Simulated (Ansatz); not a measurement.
## YAu (Pm-3m): Grüneisen parameters

Does YAu (Pm-3m) expand much on heating, by its phonons?

Program: Ansatz 0.2.0. Level of theory: DFT PBEsol, scalar-relativistic, plane waves, PAW; PAW set soft_1. Values are calculated unless marked as measured.

### Step 1. The starting structure

It takes space group Pm-3m (No. 221, cubic). The conventional cell has a = 3.549 Å, b = 3.549 Å, c = 3.549 Å, α = 90.00°, β = 90.00°, γ = 90.00°. Y has 8 Au at 3.07 Å nearest. Nearest to Au lie 8 Y at 3.07 Å. Farther neighbours, and contacts between anions beyond the nearest, are not listed.

### Step 2. Response at finite wavevector

Stability and thermal properties need the whole zone. Linear response on a 4×4×4 q mesh gives force constants as far as a supercell of that size would.

input.yaml

```yaml
crystal:
  lattice:
    - [3.5490849273, 0.0, 0.0]
    - [0.0, 3.5490849273, 0.0]
    - [0.0, 0.0, 3.5490849273]
  atoms:
    - { symbol: "Y", position: [0.5, 0.5, 0.5] }
    - { symbol: Au, position: [0.0, 0.0, 0.0] }
kpoints:
  mp_grid: { grid: [12, 12, 12] }
hamiltonian:
  xc: pbesol
  pseudopotentials: { kind: paw, azcp: { folder: soft_1 }, xc_functional: pbe }
scf:
  occupations: { method: methfessel_paxton, width: 0.2 }
output:
  eigenvalues: true
phonons:
  method: dfpt
  qmesh: [4, 4, 4]
  temperatures: { t_max: 1000, t_step: 50 }
  qpath:
    path:
      - [[0.0, 0.0, 0.0], [0.0, 0.5, 0.0], [0.5, 0.5, 0.0], [0.0, 0.0, 0.0], [0.5, 0.5, 0.5], [0.0, 0.5, 0.0]]
      - [[0.5, 0.5, 0.5], [0.5, 0.5, 0.0]]
    npoints: 10
```

Command:

```sh
ansatz run input.yaml --threads 4 --pin off --max-ram 10240MiB --backend cpu --events-out ev --progress --plain --runs-dir out
```

Log:

```text
Engine: ansatz 0.2.0, x86_64-unknown-linux-gnu
Pseudopotentials: kind: paw
Pseudopotential: Y, paw, valence charge 11, recommended cutoff 420 eV (normal), soft_1/Y.paw.azcp
Pseudopotential: Au, paw, valence charge 19, recommended cutoff 420 eV (normal), soft_1/Au.paw.azcp
Functional definition: PBEsol
  exchange = pbesol_x
  correlation = pbesol_c
Crystal: 2 atoms, lattice volume = 44.704 Å³
Basis set: ecut = 420 eV, 895 PW (Γ), exchange–correlation on 48×48×48 points (8 copies of the dense FFT grid, shifted against one another)
Bands: 19, of which v1, the nominal top of the filled ones, is band 15 counted from 1 (14 counted from 0)
Symmetry: 48 space group operations
k-points: 84 of 1728
Non-local potential: Y, projectors of the file, l = 0: 3, l = 1: 2, l = 2: 2, l = 3: 1
Non-local potential: Au, projectors of the file, l = 0: 3, l = 1: 2, l = 2: 2, l = 3: 1
PAW form: soft (Blöchl's): semilocal exchange-correlation on the pseudo side does not see the compensation charge
PAW frozen core: Y, regenerated for the run's functional, and the local potential with it (the file was generated under x = pbe(κ = 0.804, μ = 0.219515), c = pbe(β = 0.066725))
PAW frozen core: Au, regenerated for the run's functional, and the local potential with it (the file was generated under x = pbe(κ = 0.804, μ = 0.219515), c = pbe(β = 0.066725))
PAW one-centre angular grid: Y, 590 points (default); XC on 64 Gauss nodes
PAW one-centre angular grid: Au, 590 points (default); XC on 64 Gauss nodes
Initial density: superposition of atomic densities (chi_scale 0.1, normalization cell, long waves kept (reshape's long-wave potential 0.00 eV rms))
Initial wavefunctions: pseudopotential atomic-orbital guess
Functional: x = pbesol(κ = 0.804, μ = 0.123457), c = pbesol(β = 0.046)
SCF iter   1: F=—  HF=-16813.407594 eV  |F-HF|=—  |Δ(HF+E_count)|=         —  Δρ=2.69e-1  dr2=6.21e1  ethr=3.10e-3  ⟨swp⟩=4.2  Hψ=6155  notcnv=0
preconditioner: auto → Kerker (q_TF=auto, 2.553 Å⁻¹)  [metal: Δε(μ)=0.024 eV  Ē_g=4.128 eV  σ=0.200 eV  W_gap=0.10  n_scr=18 (ndim 8)  ℏωp=20.8 eV  f_vac=0.000  D(μ)=3.80/eV (n_scr^D=32)]
SCF iter   2: F=—  HF=-16808.851448 eV  |F-HF|=—  |Δ(HF+E_count)|=    4.56e0  S|Δr|=    0.00e0  Δρ=1.49e-1  dr2=2.04e1  ethr=3.10e-3  ⟨swp⟩=2.2  Hψ=3785  notcnv=0
SCF iter   3: F=—  HF=-16806.247394 eV  |F-HF|=—  |Δ(HF+E_count)|=    2.60e0  S|Δr|=    0.00e0  Δρ=4.75e-2  dr2=2.50e0  ethr=3.10e-3  ⟨swp⟩=2.8  Hψ=3200  notcnv=0
SCF iter   4: F=—  HF=-16805.686201 eV  |F-HF|=—  |Δ(HF+E_count)|=   5.61e-1  S|Δr|=    0.00e0  Δρ=8.18e-3  dr2=3.03e-2  ethr=3.10e-3  ⟨swp⟩=2.6  Hψ=2949  notcnv=0
SCF iter   5: F=—  HF=-16805.683846 eV  |F-HF|=—  |Δ(HF+E_count)|=   2.36e-3  S|Δr|=    0.00e0  Δρ=2.80e-3  dr2=8.60e-3  ethr=1.01e-4  ⟨swp⟩=1.4  Hψ=2248  notcnv=0
SCF iter   6: F=—  HF=-16805.681220 eV  |F-HF|=—  |Δ(HF+E_count)|=   2.63e-3  S|Δr|=    0.00e0  Δρ=5.10e-4  dr2=1.20e-4  ethr=2.87e-5  ⟨swp⟩=2.0  Hψ=2353  notcnv=0
SCF iter   7: F=—  HF=-16805.681215 eV  |F-HF|=—  |Δ(HF+E_count)|=   4.40e-6  S|Δr|=    0.00e0  Δρ=1.02e-4  dr2=6.10e-6  ethr=4.01e-7  ⟨swp⟩=2.0  Hψ=2211  notcnv=0
SCF iter   8: F=—  HF=-16805.681211 eV  |F-HF|=—  |Δ(HF+E_count)|=   4.45e-6  S|Δr|=    0.00e0  Δρ=1.47e-5  dr2=1.37e-7  ethr=2.03e-8  ⟨swp⟩=2.0  Hψ=2084  notcnv=0
SCF iter   9: F=—  HF=-16805.681205 eV  |F-HF|=—  |Δ(HF+E_count)|=   5.79e-6  S|Δr|=    0.00e0  Δρ=4.83e-6  dr2=2.26e-8  ethr=4.57e-10  ⟨swp⟩=2.0  Hψ=2425  notcnv=0
SCF iter  10: F=—  HF=-16805.681205 eV  |F-HF|=—  |Δ(HF+E_count)|=   4.98e-9  S|Δr|=    0.00e0  Δρ=1.44e-6  dr2=2.12e-9  ethr=7.52e-11  ⟨swp⟩=2.0  Hψ=1987  notcnv=0
SCF iter  11: F=—  HF=-16805.681205 eV  |F-HF|=—  |Δ(HF+E_count)|=  5.06e-10  S|Δr|=    0.00e0  Δρ=2.64e-7  dr2=7.71e-11  ethr=7.08e-12  ⟨swp⟩=2.0  Hψ=2157  notcnv=0
SCF iter  12: F=-16805.681205 eV  HF=-16805.681205 eV  |F-HF|=3.64e-12  |Δ(HF+E_count)|=  1.82e-11  S|Δr|=    0.00e0  Δρ=2.96e-8  dr2=7.23e-13  ethr=1.00e-12  ⟨swp⟩=5.6  Hψ=6249  notcnv=0
the search or the solves at the SCF's close seem to have found levels that the self-consistency loop had missed (the run counts 1). By its estimate they hold under 1e-12 electrons; where the run keeps them, the occupations were computed again with them
SCF 1 converged in 12 iterations: F = -16805.681205 eV  dr2 = 7.23e-13
  greatest PAW one-centre occupation: 1.000 electrons in one spin orbital (limit 2), on the Au atom at site 1 (counted from 0), in its partial waves of l = 0
Initial density: read from a saved state, or passed on in memory by an earlier SCF of this step, an earlier step, the calling program or the single point that the run made first
iter 1 solved again at ethr=6.08e-9 eV; its pass at ethr=3.10e-3 eV (dr2=1.82e-6 eV) is discarded
SCF iter   1: F=—  HF=-16805.681205 eV  |F-HF|=—  |Δ(HF+E_count)|=         —  Δρ=1.56e-7  dr2=1.42e-11  ethr=6.08e-9  ⟨swp⟩=4.1  Hψ=11718  notcnv=0
eigensolver tolerance schedule: the retry pair's looser diagonalisation over-reported the residual by 128074.96 of it (diagonalisation noise at 0.34 of the residual, at the tolerance the schedule requests for it); recorded, not acted on — ethr = c·dr2/N_el stays at c = 1.0e-1
preconditioner: auto → Kerker (q_TF=auto, 2.553 Å⁻¹)  [metal: Δε(μ)=0.019 eV  Ē_g=12.085 eV  σ=0.200 eV  W_gap=0.08  n_scr=18 (ndim 8)  ℏωp=24.8 eV  f_vac=0.000  D(μ)=0.77/eV (n_scr^D=0)]
SCF iter   2: F=-16805.681205 eV  HF=-16805.681205 eV  |F-HF|=3.64e-12  |Δ(HF+E_count)|=   2.41e-8  S|Δr|=    0.00e0  Δρ=5.46e-8  dr2=1.24e-12  ethr=1.00e-12  ⟨swp⟩=3.0  Hψ=6827  notcnv=0
SCF 2 converged in 2 iterations: F = -16805.681205 eV  dr2 = 1.24e-12
phonons: the bands overlap, so this run is a metal and interpolates without the dipole-dipole term. If the crystal is really an insulator or semiconductor, its LO-TO splitting is missing
NSCF: frozen V_eff on 84 k-points
NSCF: frozen V_eff on 196 k-points
DFPT response loops at q = (0, 0, 0) (fractional): preconditioner auto → Kerker (q_TF=auto, 2.553 Å⁻¹) (partly filled bands, converged f_vac=0.000); β = 1.00, the filter's whole step (`scf.mixing.beta` (0.50) is not read by the response loops under this deck's `scf.mixing.preconditioner`; to damp them name `kerker` or `kerker_dos`, under which they read `scf.mixing.beta`, and type it under 1.00, their step now; both keys bind the ground state too); Broyden in place of MSR1
NSCF: frozen V_eff on 1176 k-points
DFPT response loops at q = (0, 0, 0.25) (fractional): mixed as the last ones told, above
NSCF: frozen V_eff on 686 k-points
DFPT response loops at q = (0, 0, -0.5) (fractional): mixed as the last ones told, above
NSCF: frozen V_eff on 2016 k-points
DFPT response loops at q = (0, 0.25, 0.25) (fractional): mixed as the last ones told, above
NSCF: frozen V_eff on 1176 k-points
DFPT response loops at q = (0, 0.25, -0.5) (fractional): mixed as the last ones told, above
NSCF: frozen V_eff on 686 k-points
DFPT response loops at q = (0, -0.5, -0.5) (fractional): mixed as the last ones told, above
NSCF: frozen V_eff on 1872 k-points
DFPT response loops at q = (0.25, 0.25, 0.25) (fractional): mixed as the last ones told, above
NSCF: frozen V_eff on 2016 k-points
DFPT response loops at q = (0.25, 0.25, -0.5) (fractional): mixed as the last ones told, above
NSCF: frozen V_eff on 1176 k-points
DFPT response loops at q = (0.25, -0.5, -0.5) (fractional): mixed as the last ones told, above
NSCF: frozen V_eff on 392 k-points
DFPT response loops at q = (-0.5, -0.5, -0.5) (fractional): mixed as the last ones told, above
SCF converged after 12 iterations
Stability not checked: this state was not tested for a lower state beside it, because cold or Methfessel-Paxton smearing, or corrected tetrahedra, fill the levels in a way that the test cannot read (fill_not_monotonic; see scf.lower_state_search)
Free energy (F): -16805.681205 eV
Harris-Foulkes:  -16805.681205 eV  (|F-HF|=3.64e-12)
Internal energy: -16805.687361 eV  (E = F + TS)
E sigma→0 (E₀):  -16805.682744 eV
Entropy (-TS):   0.006156 eV (3.078 meV/atom)
Fermi energy:    15.204296 eV
--- Per-component energies (eV) ---
  E_band       = -385.038612
  E_kinetic    = 894.232959
  E_local      = -2752.086126  (includes V_loc(G=0)·N_el)
  E_nonlocal   = 126.344530
  E_hartree    = 1125.311459
  E_xc         = -392.972965
  E_vxc        = -468.099804  (∫ρ·V_xc dr)
  E_paw        = -12352.632663  (= ΣΔE_a)
  E_vpaw       = -436.054729  (= ΣTr[D̂ρ^β])
  E_aug_tail   = 0.001595  (compensation charges beyond the density's cutoff)
  E_ewald      = -3454.344453
  E_core_change = 0.458300  (= ΣΔE_core)
  E_smearing   = 0.006156  (= −TS)
  E_closure    = 0.000000  (closes the sum)
  Σ components = -16805.681205   (vs F -16805.681205, Δ=0.00e0)
--- Band table (eV; the first three rows and the last of 84) ---
  k-point 0: bands = [... 11 lower, 10.7205, 10.7205, 10.7205, 16.0903, 16.0903, 19.7224, 19.7224, 19.7224]
  k-point 1: bands = [... 11 lower, 10.7085, 10.7085, 10.7313, 16.0293, 16.0929, 19.1120, 19.1120, 19.6846]
  k-point 2: bands = [... 11 lower, 10.6763, 10.6763, 10.7611, 15.8611, 15.9758, 18.2673, 18.2673, 19.5821]
  k-point 83: bands = [... 11 lower, 11.4681, 11.4681, 13.3658, 13.3658, 13.3658, 15.1643, 20.7153, 20.7153]
--- Phonons (Γ-DFPT): 2 representative perturbations + reference (Σ response iterations 6) ---
  ASR residual: 4.827e-5 → 0.000e0 eV/Å²; symmetrization residual: 3.607e-5 eV/Å²
  ASR residual per site (eV/Å²): 9.89e-6 4.83e-5
  Γ frequencies (cm⁻¹): 0.00 0.00 0.00 104.98 104.98 104.98
--- Phonons (arbitrary-q DFPT): 10 irreducible q on the 4×4×4 mesh ---
  q = [0.0000, 0.0000, 0.0000] (star 1, of the zone-centre solve; hermiticity 2.91e-5, symmetrization 1.63e-11): -0.00 -0.00 0.00 104.98 104.98 104.98
  q = [0.0000, 0.0000, 0.2500] (star 6, 4 solved perturbations in 1848 linear systems a pass and spin channel, the states on 588 of 1728 k-point pairs; hermiticity 6.69e-6, symmetrization 1.33e-12): 40.82 40.82 61.88 103.13 103.13 147.47
  q = [0.0000, 0.0000, -0.5000] (star 3, 4 solved perturbations in 1078 linear systems a pass and spin channel, the states on 343 of 1728 k-point pairs; hermiticity 2.55e-8, symmetrization 8.60e-9): 56.64 56.64 68.41 97.35 97.35 182.42
  q = [0.0000, 0.2500, 0.2500] (star 12, 4 solved perturbations in 3108 linear systems a pass and spin channel, the states on 1008 of 1728 k-point pairs; hermiticity 6.65e-6, symmetrization 1.27e-13): 38.02 45.83 63.81 95.04 129.44 146.58
  q = [0.0000, 0.2500, -0.5000] (star 12, 6 solved perturbations on 588 of 1728 k-point pairs; hermiticity 5.45e-6, symmetrization 6.82e-9): 40.73 49.21 49.79 88.81 133.75 170.48
  q = [0.0000, -0.5000, -0.5000] (star 3, 4 solved perturbations in 1078 linear systems a pass and spin channel, the states on 343 of 1728 k-point pairs; hermiticity 5.31e-6, symmetrization 3.08e-10): 7.44 7.44 39.67 79.67 156.61 156.61
  q = [0.2500, 0.2500, 0.2500] (star 8, 2 solved perturbations on 936 of 1728 k-point pairs; hermiticity 2.32e-6, symmetrization 2.36e-12): 49.32 49.32 52.29 129.68 129.68 138.48
  q = [0.2500, 0.2500, -0.5000] (star 12, 4 solved perturbations in 3108 linear systems a pass and spin channel, the states on 1008 of 1728 k-point pairs; hermiticity 5.17e-6, symmetrization 3.15e-9): 32.74 41.98 57.38 128.81 129.89 162.34
  q = [0.2500, -0.5000, -0.5000] (star 6, 4 solved perturbations in 1848 linear systems a pass and spin channel, the states on 588 of 1728 k-point pairs; hermiticity 6.67e-6, symmetrization 1.86e-9): 34.65 34.65 49.91 120.84 159.19 159.19
  q = [-0.5000, -0.5000, -0.5000] (star 1, 2 solved perturbations on 196 of 1728 k-point pairs; hermiticity 3.18e-10, symmetrization 1.59e-10): 45.21 45.21 45.21 159.55 159.55 159.55
  sum rule: each row above includes the acoustic sum rule's correction from the zone centre's row sums; it moved no ω² by more than (0.26 cm⁻¹)²
  mesh force constants: q→R imaginary residual 1.96e-18; ASR residual 4.827e-5 → 0.000e0 eV/Å²; symmetrization residual 2.665e-15 eV/Å²
  interpolated dispersion: 62 rows × 6 modes
  density of states and harmonic sums: on the 20×20×20 q-mesh, interpolated from the force constants of a 4×4×4 supercell (no non-analytic term)
  largest difference from the sums on the solved wave vectors: F 6.90e-3 eV, S 1.09e-5 and C_V 4.01e-6 eV/K
  zero-point energy: 0.032967 eV/cell   skipped modes (ω ≤ 0): 3   left out of the sums: 6.25e-5 of the cell's modes: C_V's classical limit lies that fraction below 3 k_B per atom; for a crystal, a wire or a layer, F and S can be off by more, and a phonons.interpolated_qmesh denser along its periods is the remedy for the sampling
```

Elapsed: 5.1 min, on 4 threads of Intel Xeon Platinum 8259CL at 2.50GHz (Skylake/Cascade Lake), shared host; peak memory 2.1 GiB.

The column dr2 measures how far the density is from self-consistency, as an energy; F and HF (Harris–Foulkes) agree once it is small.

Read from the output:

- volume per atom: 22.35 Å³
- gap on the k-mesh: 0 eV
- sum-rule residual before enforcement: 4.83e-5 eV/Å²
- lowest frequency on the path: 0 cm⁻¹
- point group: m-3m
- highest frequency on path, mesh or solved points: 182.4 cm⁻¹
- mean frequency: 88.6 cm⁻¹
- Debye temperature (second moment): 186 K
- logarithmic mean frequency: 75.6 cm⁻¹
- highest optical mode at the zone centre (no LO-TO term): 105.0 cm⁻¹
- lowest optical zone-centre mode: 105.0 cm⁻¹
- lowest mode on the q mesh (acoustic modes at Γ apart): 7.44 cm⁻¹
- zero-point energy per atom: 16.48 meV
- heat capacity at 300 K: 24.47 J/(mol atoms K)
- vibrational entropy at 300 K: 50.48 J/(mol atoms K)
- edges of the widest gap between branches, on path and mesh: 68.4, 79.7 cm⁻¹

Frequencies (cm⁻¹) solved at each irreducible wavevector; negative means imaginary. Frequencies by wavevector, by row:

```
q in reciprocal lattice units  star  mode 1  mode 2  mode 3  mode 4  mode 5  mode 6
                        0 0 0     1       0       0       0     105     105     105
                     0 0 0.25     6    40.8    40.8    61.9   103.1   103.1   147.5
                     0 0 -0.5     3    56.6    56.6    68.4    97.3    97.3   182.4
                  0 0.25 0.25    12      38    45.8    63.8      95   129.4   146.6
                  0 0.25 -0.5    12    40.7    49.2    49.8    88.8   133.8   170.5
                  0 -0.5 -0.5     3     7.4     7.4    39.7    79.7   156.6   156.6
               0.25 0.25 0.25     8    49.3    49.3    52.3   129.7   129.7   138.5
               0.25 0.25 -0.5    12    32.7      42    57.4   128.8   129.9   162.3
               0.25 -0.5 -0.5     6    34.6    34.6    49.9   120.8   159.2   159.2
               -0.5 -0.5 -0.5     1    45.2    45.2    45.2   159.6   159.6   159.6
```

Symmetry leaves 10 wavevectors to solve. The lowest mode among them, the acoustic zeros apart, lies at q = (0, -0.5, -0.5) and is real, 7.4 cm⁻¹.

### Step 3. Relaxing at another volume, volume ratio 0.97

The volume is scaled by 0.97 and held; symmetry leaves nothing to relax, so this is a single point. The modes can then be followed against volume.

input.yaml, the sections that differ from step 2:

```yaml
crystal:
  lattice:
    - [3.5132331334, 0.0, 0.0]
    - [0.0, 3.5132331334, 0.0]
    - [0.0, 0.0, 3.5132331334]
  atoms:
    - { symbol: "Y", position: [0.5, 0.5, 0.5] }
    - { symbol: Au, position: [0.0, 0.0, 0.0] }
output:
  forces: true
  stress: true
  eigenvalues: true
# kpoints, hamiltonian, scf: as in step 2
# phonons: removed
```

Log:

```text
[...]
Crystal: 2 atoms, lattice volume = 43.363 Å³
Basis set: ecut = 420 eV, 847 PW (Γ), exchange–correlation on 48×48×48 points (8 copies of the dense FFT grid, shifted against one another)
Bands: 19, of which v1, the nominal top of the filled ones, is band 15 counted from 1 (14 counted from 0)
Symmetry: 48 space group operations
[...]
k-points: 84 of 1728
[...]
--- Band table (eV; the first three rows and the last of 84) ---
  k-point 0: bands = [... 11 lower, 11.1917, 11.1917, 11.1917, 16.6813, 16.6813, 20.4424, 20.4424, 20.4424]
  k-point 1: bands = [... 11 lower, 11.1795, 11.1795, 11.2031, 16.6152, 16.6871, 19.7946, 19.7946, 20.4015]
  k-point 2: bands = [... 11 lower, 11.1471, 11.1471, 11.2346, 16.4327, 16.5786, 18.9120, 18.9120, 20.2904]
  k-point 83: bands = [... 11 lower, 11.9794, 11.9794, 13.8342, 13.8342, 13.8342, 15.7945, 21.4704, 21.4704]
[key lines of the parts left out:]
SCF converged after 9 iterations
Free energy (F): -16805.668325 eV
Fermi energy:    15.766241 eV
P = ⅓ Tr σ = 3.1640 GPa (31.640 kbar)
```

It took 1.5 s on 4 threads; peak memory 0.44 GiB; 4.7 s of CPU time.

Read from the output:

| Property | Result |
| --- | --- |
| pressure | 3.164 GPa |
| volume per atom | 21.68 Å³ |

The run ends at a pressure of 3.16 GPa.

[end of part 1 of 2]

[Long decimals in the printed logs are rounded to 6 places.]

[Logs are printed without paths, hosts, clocks, repeated set-up lines and the standing remarks that a program may print on its own settings, such as how far it seeks lower states.]

[Hosts, paths, dates, database ids (printed as entryN), source tags and the programs' standing remarks are cut or masked in the printed files.]

[Where the starting crystal was built by hand or by swapping elements, it need not be the compound's stable phase.]
